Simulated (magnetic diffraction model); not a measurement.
# ZnCrPb: what an assumed order does to the neutron pattern

Space group Pnma (no. 62), a = 6.8750 Å, b = 4.3430 Å, c = 8.2320 Å.

| site | atom | x | y | z |
| --- | --- | --- | --- | --- |
| 4c | Pb | 0.7476 | 3/4 | 0.6301 |
| 4c | Zn | 0.8454 | 3/4 | 0.9450 |
| 4c | Cr | 0.9722 | 3/4 | 0.3173 |

This is a made-up structure (elements placed in a structure type, unrelaxed), so the numbers test the method and describe no known phase.

Only Cr is taken to order (form factors of Cr2+); orders and moment sizes are assumed, and not adapted to the symmetry. Radiation: neutrons of λ = 2.52 Å, 5° to 70°; isotropic B of 0.35 Å² (Pb), 0.47 Å² (Zn) and 0.39 Å² (Cr). The intensities are simulated: I ∝ L Σ (|F_N|² + |F_M⊥|²) for unpolarised neutrons, with F_M = 2.695 fm/μB × Σ f(s) S exp(2πi Q·r) exp(−B s²) at Q = H ± k (one set where k and −k are equivalent), only the part normal to Q counting and L = 1/(sin²θ cos θ). For collinear order S is the moment m, which repeats by lattice and centring translations R with the sign exp(−2πi k·R). Form factors are spin-only for 3d ions and dipole or tabulated for f ions, scattering lengths are Sears's of 1992, and absorption is left out. A label names one of the reflections at its angle. The strongest nuclear line in the range is 100, and lines under 0.2 are left out.

Assume the order k = (0 0 0), collinear moments along [110], 0.93 μB on Cr; signs + at (0.9722, 3/4, 0.3173), − at (0.4722, 3/4, 0.1827), − at (0.0278, 1/4, 0.6827), + at (0.5278, 1/4, 0.8173).

Q: Where does magnetic intensity appear, and how strong is it?

| 2θ (°) | index | nuclear | magnetic |
| --- | --- | --- | --- |
| 27.63 | (1 0 1) | 4.6 | 4.0 |
| 35.65 | (0 0 2) | 1.0 | 1.3 |
| 38.30 | (0 1 1) | 27.6 | 0.5 |
| 40.14 | (1 1 0) | 0.0 | 1.9 |
| 41.81 | (1 0 2) | 27.7 | 0.0 |
| 43.01 | (2 0 0) | 24.3 | 0.0 |
| 44.14 | (1 1 1) | 7.5 | 0.1 |
| 54.76 | (1 1 2) | 23.3 | 0.9 |
| 55.74 | (2 1 0) | 18.6 | 0.0 |
| 57.05 | (2 0 2) | 4.9 | 0.3 |
| 58.93 | (2 1 1) | 100.0 | 0.2 |
| 59.26 | (1 0 3) | 10.6 | 0.1 |
| 65.80 | (0 1 3) | 52.9 | 0.7 |
| 67.94 | (2 1 2) | 7.5 | 0.1 |
| 69.60 | (3 0 1) | 15.7 | 0.1 |
| 69.95 | (1 1 3) | 71.3 | 0.0 |

The strongest magnetic line in the range is (1 0 1) at 27.63° (4.0). On top of the Lorentz factor, which all lines share, magnetic lines fade with angle because f falls: for Cr2+ it is 0.88, 0.62, 0.37 and 0.09 at sin θ/λ = 0.1, 0.2, 0.3 and 0.5 Å⁻¹, while nuclear lengths stay constant. The order has no net moment.
